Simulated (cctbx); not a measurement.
## What is wrong with this refinement?

Cell a = 6.7900 Å, b = 9.3670 Å, c = 10.5900 Å, α = 90.00°, β = 92.41°, γ = 90.00°; space group P2_1/m (no. 11).

The data are simulated with cctbx, not measured: Ga Kα, λ = 1.3414 Å, to d = 0.83 Å, 50 % of the full sphere, strongest reflection 70000 counts, noise from counting, a 6 % proportional error and a noise floor of 15 counts (s.d.); no absorption, and some extinction, which the refinements don't model.

An anisotropic refinement with weights 1/σ² prints:

```text
Rint 0.037, 1201 unique reflections to 0.83 A
cycle     R1     wR2    GooF  max shift (A)
   1  0.2327  0.5382  10.184   0.03760
   3  0.2270  0.5136   9.719   0.00012
final R1 0.2270 wR2 0.5136 GooF 9.719  parameters 57  data/parameter 21.1
atom        x        y        z      Ueq    occ   su(xyz)  su(Uiso or U11)
La1    0.97175  0.75000  0.56925   0.0008  1.000  0.00044  0.0018  NPD
Mo1    0.52342  0.50714  0.29855   0.0023  1.000  0.00051  0.0022
Mo2    0.00000  0.50000  0.00000   0.0005  1.000  0.00000  0.0028  NPD
S1     0.89710  0.75000  0.01718   0.0097  1.000  0.00231  0.0073
S2     0.73651  0.45607  0.52948   0.0052  1.000  0.00139  0.0049  NPD
S3     0.65568  0.75000  0.34429   0.0042  1.000  0.00190  0.0057  NPD
S4     0.67253  0.44653  0.88621   0.0056  1.000  0.00127  0.0043  NPD
S5     0.56978  0.75000  0.68891   0.0043  1.000  0.00188  0.0060  NPD
difference map: max 44.60 min -5.65 rms 2.27
Q1    0.1438  0.5571  0.7852    4   46.48  2.53 A from Mo1
Q2    0.0284  0.2500  0.4289    2   42.23  0.02 A from La1
Q3    0.4770  0.0055  0.7007    4   26.54  0.02 A from Mo1
Q4    0.0000  0.0000  0.0000    2   24.36  0.00 A from Mo2
Q5    0.1158  0.2500  0.9911    2   10.99  0.12 A from S1
Q6    0.2928  0.5429  0.4653    4   10.84  0.21 A from S2
```

Q: Accept it or mend it, and why?

Mend it. The fault: an atom left out, S at (0.8572, 0.4429, 0.2147). Against the right model at the same level, R1 goes from 0.0206 to 0.2270 and GooF from 0.94 to 9.72, the top difference peak, 46.5 e/Å³, lies 2.53 Å from Mo1 and La1, Mo2, S2, S3, S4 and S5 go non-positive-definite. Q1 is the missing atom. With scattering power missing, scale and phases suffer, so peaks may also grow on the heavy atoms.

The compound is LaMo3S9. The right model at the same level gives:

```text
Rint 0.037, 1201 unique reflections to 0.83 A
cycle     R1     wR2    GooF  max shift (A)
   1  0.0242  0.0647   1.229   0.00172
   2  0.0206  0.0494   0.938   0.00000
final R1 0.0206 wR2 0.0494 GooF 0.938  parameters 66  data/parameter 18.2
atom        x        y        z      Ueq    occ   su(xyz)  su(Uiso or U11)
La1    0.97118  0.75000  0.56957   0.0058  1.000  0.00003  0.0001
Mo1    0.52361  0.50689  0.29880   0.0087  1.000  0.00004  0.0002
Mo2    0.00000  0.50000  0.00000   0.0074  1.000  0.00000  0.0002
S1     0.89367  0.75000  0.01601   0.0107  1.000  0.00017  0.0005
S2     0.85719  0.44294  0.21470   0.0131  1.000  0.00012  0.0004
S3     0.73101  0.45666  0.52982   0.0101  1.000  0.00012  0.0004
S4     0.65697  0.75000  0.34469   0.0105  1.000  0.00016  0.0005
S5     0.67191  0.44571  0.88602   0.0119  1.000  0.00012  0.0004
S6     0.56924  0.75000  0.68739   0.0118  1.000  0.00017  0.0006
difference map: max 0.75 min -1.03 rms 0.18
Q1    0.3927  0.7500  0.8123    2    0.76  1.82 A from S6
Q2    0.4118  0.7500  0.5029    2    0.70  2.19 A from S3
Q3    0.2255  0.1844  0.5898    4    0.68  1.20 A from S4
Q4    0.0990  0.6642  0.2675    4    0.67  2.52 A from S5
Q5    0.2721  0.7500  0.5166    2    0.66  2.00 A from S3
Q6    0.3492  0.2500  0.3870    2    0.65  0.98 A from S6
```

The model was made for the exercise: a known structure type with other elements put in, its volume estimated, not relaxed; displacement parameters are assumed.

[Middle refinement cycles are left out of these outputs.]

[Logs are printed without paths, hosts, clocks, repeated set-up lines and the standing remarks that a program may print on its own settings, such as how far it seeks lower states.]
